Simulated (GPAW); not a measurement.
GaN (F-43m): refractive index against wavelength

The refractive index of GaN (F-43m) below the direct gap (1.76 eV on the mesh) is read from one computed spectrum, n = √(Re ε).

The structure is cubic, space group F-43m (No. 216). The conventional cell has a = 4.507 Å, b = 4.507 Å, c = 4.507 Å, α = 90.00°, β = 90.00°, γ = 90.00°. Ga on site a has 4 N at 1.95 Å as nearest neighbours. Around N on site d lie 4 Ga at 1.95 Å.

Method: GPAW 26.7.0, PBE, RPA, k-mesh 16×16×16, local fields up to 70 eV, Lorentzian half width 0.12 eV.

Launch of the response step: `OMP_NUM_THREADS=1 python df.py`. The run took 35 s, its band step included, on 1 thread of Arm Neoverse V2, with other jobs on the host.

```tsv
wavelength (nm)	photon energy E (eV)	n
3000	0.413	2.3831
2000	0.620	2.3913
1550	0.800	?
1310	0.946	2.4129
1064	1.165	2.4355
```

In the single-oscillator model n² − 1 = E₀E_d/(E₀² − E²), so 1/(n² − 1) = E₀/E_d − E²/(E₀E_d) is linear in E².

Working, on the rows shown:

| x = E² (eV²) | y = 1/(n² − 1) |
| --- | --- |
| 0.170801 | 0.213713 |
| 0.384302 | 0.21194 |
| 0.895757 | 0.207379 |
| 1.35784 | 0.202771 |

Means: x̄ = 0.70218, ȳ = 0.20895. Σ(x − x̄)(y − ȳ) = -0.007837, Σ(x − x̄)² = 0.8508. Slope = -0.007837 / 0.8508 = -0.009211; intercept = ȳ − slope · x̄ = 0.21542. Turned back into n, the line misses the rows shown by at most 0.001.

**Question.** Predict the last column of the withheld row from the fit.

**Answer.** At x = 0.63984 the line gives y = 0.20953, that is 2.4026. The run gave 2.4017, so the interpolation is off by 0.00094, 1.8 % of the range in the table.

Refitted with all rows, the slope is -0.009223 and the intercept 0.21547. These give E₀ = √(intercept/−slope) = 4.83 eV and E_d = E₀/intercept = 22.4 eV; E₀ is 2.7 times the direct gap. The electronic limit at long wavelengths, without lattice vibrations, is n = √(1 + 1/intercept) = 2.375. Excitons are left out; PBE gaps are as a rule too small. The values come from a sum over the points of one k-mesh and carry its error, which grows as the direct gap shrinks. Spin-orbit coupling is left out.

[Logs are printed without paths, hosts, clocks, repeated set-up lines and the standing remarks that a program may print on its own settings, such as how far it seeks lower states.]
